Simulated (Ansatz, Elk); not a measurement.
**Bonding as seen by X-rays: MgCr**

The structure of MgCr used here is made up (a known structure type with other elements) and was relaxed beforehand with PBEsol. The aim is the Fourier transform of its all-electron density, F(hkl), set beside the sum over free spherical atoms that refinements use.

Program: Elk 11.2.3 (patched build). Level of theory: DFT, PBE, all-electron APW+lo, Dirac cores, scalar-relativistic bands, static density, ferromagnetic start. Results are calculated unless marked as measured.

The structure was built from a prototype and need not be the compound's stable phase.

## (1) Starting point

The structure is cubic, space group Pm-3m (No. 221). The conventional cell has a = 3.275 Å, b = 3.275 Å, c = 3.275 Å, α = 90.00°, β = 90.00°, γ = 90.00°. Cr has 8 Mg at 2.84 Å nearest. Nearest to Mg lie 8 Cr at 2.84 Å. Farther neighbours are not listed.

## (2) Ground state and structure factors

An all-electron density is needed, since X-rays see the cores too. Task 0 finds the density and task 195 Fourier-transforms it; tshift is off so that phases refer to the origin typed.

File elk.in:

```
tasks
  0
  195
  196

xctype
  20

spinpol
  .true.

rgkmax
  7.0

gmaxvr
  14.0

lmaxo
  7

lmaxapw
  8

swidth
  0.002

tshift
  .false.

ramdisk
  .false.

hmaxvr
  5.5

maxscl
  120

epspot
  1e-06

reducebf
  0.8

sppath
  './'

avec
  6.18838952808 0.00000000000 0.00000000000
  0.00000000000 6.18838952808 0.00000000000
  0.00000000000 0.00000000000 6.18838952808

atoms
  2
  'Cr.in'
  1
  0.5000000000 0.5000000000 0.5000000000   0.000000 0.000000 -0.170000
  'Mg.in'
  1
  -0.0000000000 0.0000000000 -0.0000000000   0.000000 0.000000 0.000000

ngridk
  6 6 6
```

The run is started by

```bash
OMP_NUM_THREADS=4 elk
```

Numbers of over 12 decimals in the logs are rounded to 6 here.

Log:

```text
┌─────────────────────────┐
│ Elk code version 11.2.3 │
└─────────────────────────┘

All units are atomic (Hartree, Bohr, etc.)

┌─────────────────────────────────────────────────┐
│ Ground-state run starting from atomic densities │
└─────────────────────────────────────────────────┘

Lattice vectors :
   6.188389528       0.000000000       0.000000000
   0.000000000       6.188389528       0.000000000
   0.000000000       0.000000000       6.188389528

Reciprocal lattice vectors :
   1.015318328       0.000000000       0.000000000
   0.000000000       1.015318328       0.000000000
   0.000000000       0.000000000       1.015318328

Unit cell volume      :    236.9915861
Brillouin zone volume :    1.046662531

Muffin-tin inner radius fraction :   0.1000000000E-01

Nuclei treated as point charges

Species : 1 (Cr)
 parameters loaded from : Cr.in
 name : chromium
 nuclear charge    :   -24.00000000
 electronic charge :    24.00000000
 atomic mass :    94783.09202
 muffin-tin radius :    2.400000000
 number of radial points in muffin-tin :    993
 inner part over the whole radius :   0.9857795597E-02
 number on inner part of muffin-tin    :    699
 approximate nuclear radius :   0.6987106690E-04
 number of mesh points to nuclear radius :    328
 atomic positions (lattice), magnetic fields (Cartesian) :
  1 :   0.50000000  0.50000000  0.50000000    0.00000000  0.00000000 -0.17000000

Species : 2 (Mg)
 parameters loaded from : Mg.in
 name : magnesium
 nuclear charge    :   -12.00000000
 electronic charge :    12.00000000
 atomic mass :    44305.30466
 muffin-tin radius :    2.200000000
 number of radial points in muffin-tin :    793
 inner part over the whole radius :   0.9941530515E-02
 number on inner part of muffin-tin    :    552
 approximate nuclear radius :   0.5710277704E-04
 number of mesh points to nuclear radius :    241
 atomic positions (lattice), magnetic fields (Cartesian) :
  1 :   0.00000000  0.00000000  0.00000000    0.00000000  0.00000000  0.00000000

Total number of atoms per unit cell :    2
Total muffin-tin volume :    102.5080739
 ratio of muffin-tin to unit cell volume :   0.4325388743

Spin treatment :
 spin-polarised
 global magnetic field (Cartesian) :    0.000000000       0.000000000       0.000000000
 collinear magnetisation in z-direction

Number of Bravais lattice symmetries :   48
Number of crystal symmetries         :   48
Crystal has inversion symmetry
Real symmetric eigensolver will be used

k-point grid :      6     6     6
k-point offset :    0.000000000       0.000000000       0.000000000
k-point set is reduced with full crystal symmetry group
Total number of k-points :       20

Muffin-tin radius times maximum |G+k| :    7.000000000
 using average radius
Maximum |G+k| for APW functions       :    3.043478261
Maximum (1/2)|G+k|²                   :    4.631379962
Maximum |G| for potential and density :    14.00000000
Constant for pseudocharge density :    8
 order of it for each species :   15  15
 order of it for pair densities of each species (exact exchange by exxq0 0: 16) :   11   8
Radial integration step length :    1

G-vector grid sizes :     28    28    28
Number of G-vectors :    11067

Maximum angular momentum used for
 APW functions            :    8
 outer part of muffin-tin :    7
 inner part of muffin-tin :    2

Total nuclear charge    :   -36.00000000
Total core charge       :    12.00000000
Total valence charge    :    24.00000000
Total excess charge     :    0.000000000
Total electronic charge :    36.00000000

Effective Wigner radius, rₛ :    1.162645386

Number of empty states         :     24
Total number of valence states :     74
Total number of core states    :     12

Third-order local-orbitals added for an l without core states : T
Total number of local-orbitals :     34

Exchange-correlation functional :     20     0     0
 Perdew-Burke-Ernzerhof, Phys. Rev. Lett. 77, 3865 (1996)
 gradient requirement :    1
 generalised gradient approximation (GGA)

Smearing type :    3
[...]
interstitial                :   0.2632959041
 muffin-tins
  species : 1 (Cr)
   atom 1                    :    1.938274564
  species : 2 (Mg)
   atom 1                    :  -0.3389102915E-02
 total in muffin-tins        :    1.934885461
 total moment                :    2.198181365

RMS change in Kohn-Sham potential (target) :    3.906595940     (  0.1000000000E-05)
Absolute change in total energy (target)   :    1.646041079     (  0.1000000000E-03)

[... loops 3 to 33 left out ...]

┌──────────────────┐
│ Loop number : 34 │
└──────────────────┘

Energies :
 Fermi                       :     0.192381
 sum of occupied eigenvalues :     -718.67508789700
 electron kinetic            :      1263.5504896080
 core electron kinetic       :      1097.8652226987
 Coulomb                     :     -2449.4010279103
 Coulomb potential           :     -1897.6171957682
 nuclear-nuclear             :     -202.37650619210
 electron-nuclear            :     -2602.2873844642
 Hartree                     :      355.26286274598
 Madelung                    :     -1500.5924300262
 xc potential                :     -84.407075555200
 xc effective B-field        :    -0.201305
 external B-field            :      0.000000
 exchange                    :     -63.813024334546
 correlation                 :     -1.513603
 electron entropic           :    -0.62782716068435E-03
 total energy                :     -1251.1777931538
 (external B-field energy excluded from total)

Density of states at Fermi energy :    48.13003498
 (states/Hartree/unit cell)

Estimated indirect band gap :   0.2597275219E-02
 from k-point 2 to k-point 10
Estimated direct band gap   :   0.8319165862E-02
 at k-point 10

Charges :
 core                        :    12.00000000
 valence                     :    24.00000000
 interstitial                :    2.861593194
 muffin-tins (core leakage)
  species : 1 (Cr)
   atom 1                    :    22.54689160     ( -0.2234887280E-06)
  species : 2 (Mg)
   atom 1                    :    10.59151521     ( -0.9828258829E-07)
 total in muffin-tins        :    33.13840681
 total calculated charge     :    35.99992999
 total charge                :    36.00000000
 error                       :   0.7001417303E-04

Moments :
 interstitial                :   0.3350705239
 muffin-tins
  species : 1 (Cr)
   atom 1                    :    3.304958196
  species : 2 (Mg)
   atom 1                    :  -0.3442423181E-01
 total in muffin-tins        :    3.270533964
 total moment                :    3.605604488

RMS change in Kohn-Sham potential (target) :   0.4734103947E-06 (  0.1000000000E-05)
Absolute change in total energy (target)   :   0.7290881308E-04 (  0.1000000000E-03)

Convergence targets achieved

┌──────────────────┐
│ Loop number : 35 │
└──────────────────┘

Energies :
 Fermi                       :     0.192381
 sum of occupied eigenvalues :     -718.67508598450
 electron kinetic            :      1263.5505044732
 core electron kinetic       :      1097.8652249892
 Coulomb                     :     -2449.4010379415
 Coulomb potential           :     -1897.6171875916
 nuclear-nuclear             :     -202.37650619210
 electron-nuclear            :     -2602.2874129655
 Hartree                     :      355.26288121602
 Madelung                    :     -1500.5924441458
 xc potential                :     -84.407097362629
 xc effective B-field        :    -0.201305
 external B-field            :      0.000000
 exchange                    :     -63.813025516233
 correlation                 :     -1.513603
 electron entropic           :    -0.62782494612024E-03
 total energy                :     -1251.1777895340
 (external B-field energy excluded from total)

Density of states at Fermi energy :    48.12990379
 (states/Hartree/unit cell)

Estimated indirect band gap :   0.2597505666E-02
 from k-point 2 to k-point 10
Estimated direct band gap   :   0.8319666879E-02
 at k-point 10

Charges :
 core                        :    12.00000000
 valence                     :    24.00000000
 interstitial                :    2.861592507
 muffin-tins (core leakage)
  species : 1 (Cr)
   atom 1                    :    22.54689243     ( -0.2234884935E-06)
  species : 2 (Mg)
   atom 1                    :    10.59151506     ( -0.9828259184E-07)
 total in muffin-tins        :    33.13840749
 total calculated charge     :    35.99992999
 total charge                :    36.00000000
 error                       :   0.7001423006E-04

Moments :
 interstitial                :   0.3350615275
 muffin-tins
  species : 1 (Cr)
   atom 1                    :    3.304959646
  species : 2 (Mg)
   atom 1                    :  -0.3442574486E-01
 total in muffin-tins        :    3.270533902
 total moment                :    3.605595429

┌──────────────────────────────┐
│ Self-consistent loop stopped │
└──────────────────────────────┘

Wrote STATE.OUT
```

The job ended after 42 s (4 threads of Intel Xeon 6975P-C (Granite Rapids), shared host; peak memory 0.2 GiB; 2.2 min of CPU time).

SFACRHO.OUT:

```text

h k l indices transformed by vhmat matrix:
   1.000000000       0.000000000       0.000000000    
   0.000000000       1.000000000       0.000000000    
   0.000000000       0.000000000       1.000000000    

      h      k      l  multipl.   |H|            Re(F)            Im(F)           |F|

      0      0      0      1   0.0000000       36.000000      0.25537345E-17   36.000000    
     -1      0      0      6   1.0153183      -10.239055     -0.10772198E-13   10.239055    
      0     -1      1     12   1.4358769       25.854647      0.20590562E-14   25.854647    
     -1     -1      1      8   1.7585829      -8.0663821     -0.90457965E-14   8.0663821    
     -2      0      0      6   2.0306367       22.069702      0.16744117E-13   22.069702    
      1      0      2     24   2.2703208      -6.8052212      0.29520289E-13   6.8052212    
      1      1      2     24   2.4870118       19.420534     -0.29290322E-13   19.420534    
      0     -2      2     12   2.8717539       17.374318      0.28047252E-14   17.374318    
     -1     -2      2     24   3.0459550      -5.5427948     -0.16061473E-13   5.5427948    
      0     -3      0      6   3.0459550      -5.4584288     -0.39774503E-14   5.4584288    
     -3      0      1     24   3.2107185       15.730769      0.25480153E-14   15.730769    
     -3     -1     -1     24   3.3674299      -5.1549420     -0.61512773E-14   5.1549420    
      2     -2      2      8   3.5171659       14.535369     -0.23924437E-14   14.535369    
      2      3      0     24   3.6607823      -4.9331578      0.57662147E-14   4.9331578    
     -1      2      3     48   3.7989733       13.488799     -0.44733999E-14   13.488799    
      0      4      0      6   4.0612733       12.578827     -0.19565715E-13   12.578827    
     -2      2      3     24   4.1862647      -4.6820930      0.31294575E-14   4.6820930    
      4      0      1     24   4.1862647      -4.6044544      0.20129812E-13   4.6044544
```

Elk indexes on the primitive cell of elk.in and gives |H| = 4π sin θ/λ in inverse bohr. Below, one row stands for each form hkl of the conventional cell (m members, Friedel mates merged), F is for one primitive cell and the density is static (no thermal factor). Free-atom factors are Waasmaier and Kirfel's, and R is Σm||F|−|F'||/Σm|F|.

```csv
hkl,m,sin θ/λ (Å⁻¹),"abs F, DFT",neutral atoms,diff.
100,6,0.153,10.239,10.469,-0.230
110,12,0.216,25.855,26.235,-0.380
111,8,0.265,8.066,8.193,-0.126
200,6,0.305,22.070,22.174,-0.104
210,24,0.341,6.805,6.824,-0.018
211,24,0.374,19.421,19.391,+0.029
220,12,0.432,17.374,17.315,+0.059
221,24,0.458,5.543,5.455,+0.087
300,6,0.458,5.458,5.455,+0.003
310,24,0.483,15.731,15.709,+0.022
311,24,0.506,5.155,5.106,+0.049
222,8,0.529,14.535,14.438,+0.097
320,24,0.550,4.933,4.874,+0.059
321,48,0.571,13.489,13.418,+0.070
400,6,0.611,12.579,12.589,-0.011
322,24,0.629,4.682,4.615,+0.067
410,24,0.629,4.604,4.615,-0.011
411,24,0.648,11.923,11.907,+0.016
```

## (3) The magnetisation density

The same run holds the spin density, and task 196 transforms it. The order is that of the start, and no other was tried.

SFACMAG_1.OUT:

```text

h k l indices transformed by vhmat matrix:
   1.000000000       0.000000000       0.000000000    
   0.000000000       1.000000000       0.000000000    
   0.000000000       0.000000000       1.000000000    

      h      k      l  multipl.   |H|            Re(F)            Im(F)           |F|

      0      0      0      1   0.0000000       3.6055956      0.84936284E-19   3.6055956    
     -1      0      0      6   1.0153183      -2.5766812     -0.12717851E-14   2.5766812    
      0     -1      1     12   1.4358769       1.8273393      0.19842635E-15   1.8273393    
     -1     -1      1      8   1.7585829      -1.3580062     -0.78688161E-15   1.3580062    
     -2      0      0      6   2.0306367       1.0743880      0.12906588E-14   1.0743880    
      1      0      2     24   2.2703208     -0.88286402      0.19721992E-14  0.88286402    
      1      1      2     24   2.4870118      0.73208817     -0.16766643E-14  0.73208817    
      0     -2      2     12   2.8717539      0.50331015      0.11889961E-15  0.50331015    
     -1     -2      2     24   3.0459550     -0.43085953     -0.61172332E-15  0.43085953    
      0     -3      0      6   3.0459550     -0.36245535     -0.99540032E-16  0.36245535    
     -3      0      1     24   3.2107185      0.30631715      0.56277031E-16  0.30631715    
     -3     -1     -1     24   3.3674299     -0.27079291     -0.13706905E-15  0.27079291    
      2     -2      2      8   3.5171659      0.26066390     -0.62423748E-16  0.26066390    
      2      3      0     24   3.6607823     -0.19661309      0.10950443E-15  0.19661309    
     -1      2      3     48   3.7989733      0.16475364     -0.78766821E-16  0.16475364    
      0      4      0      6   4.0612733      0.43861096E-01 -0.12246855E-15  0.43861096E-01
```

The total moment is 3.61 μB a cell; sphere moments: Cr1 +3.30, Mg2 -0.03 μB. Polarised neutrons measure spin and orbital magnetisation together; without spin-orbit coupling the run gives the spin part. With nearly all of the moment on one atom, abs F_M/F_M(0) is close to a form factor, set here beside ⟨j0⟩ of the free Cr2+ ion, taken for comparison since the valence isn't defined:

```csv
hkl,sin θ/λ (Å⁻¹),abs F_M (μB),F_M/F_M(0),⟨j0⟩
100,0.153,2.577,0.715,0.751
110,0.216,1.827,0.507,0.577
111,0.265,1.358,0.377,0.451
200,0.305,1.074,0.298,0.358
210,0.341,0.883,0.245,0.287
211,0.374,0.732,0.203,0.233
220,0.432,0.503,0.140,0.156
221,0.458,0.431,0.120,0.128
300,0.458,0.362,0.101,0.128
310,0.483,0.306,0.085,0.105
311,0.506,0.271,0.075,0.086
222,0.529,0.261,0.072,0.070
320,0.550,0.197,0.055,0.057
321,0.571,0.165,0.046,0.046
```

## (4) The highest occupied states alone

An energy window below the Fermi level keeps the highest occupied states, to see at which angles they scatter; shallow core shells can lie inside it and anion s states outside. No new self-consistency is needed.

Changes to elk.in since step 2:

```diff
@@ -1,5 +1,3 @@
 tasks
-  0
   195
-  196
 
@@ -44,2 +42,5 @@
 
+wsfac
+  -0.358860 0.492380
+
 sppath
```

The run is started by

```bash
OMP_NUM_THREADS=4 elk
```

Log:

```text
┌─────────────────────────────────┐
│ Elk code version 11.2.3 started │
└─────────────────────────────────┘

Info(readinput): the functional depends on the density's gradient
 muffin-tin radial points multiplied by    2.00000
 (not where nrmtscf is given)

┌────────────────────┐
│ Current task : 195 │
└────────────────────┘

Info(sfacrho): density structure factors written to SFACRHO.OUT

 Energy window :  -0.3588600000      0.4923800000

┌──────────────────┐
│ Elk code stopped │
└──────────────────┘
```

Run time: 1.3 s. Hardware: 4 threads; peak memory 0.16 GiB; 2 s of CPU time.

States within 15 eV below the Fermi level hold 8.00 electrons; any levels below the window count with the cores. Their amplitudes can exceed the total, where window and core parts have opposite phase:

```csv
hkl,sin θ/λ (Å⁻¹),"abs F, window","abs F, all"
100,0.153,2.894,10.239
110,0.216,1.990,25.855
111,0.265,1.677,8.066
200,0.305,1.261,22.070
210,0.341,1.048,6.805
211,0.374,0.928,19.421
220,0.432,0.675,17.374
221,0.458,0.491,5.543
300,0.458,0.407,5.458
310,0.483,0.447,15.731
```

[end of part 1 of 2]

[Logs are printed without paths, hosts, clocks, repeated set-up lines and the standing remarks that a program may print on its own settings, such as how far it seeks lower states.]

[Hosts, paths, dates, database ids (printed as entryN), source tags and the programs' standing remarks are cut or masked in the printed files.]
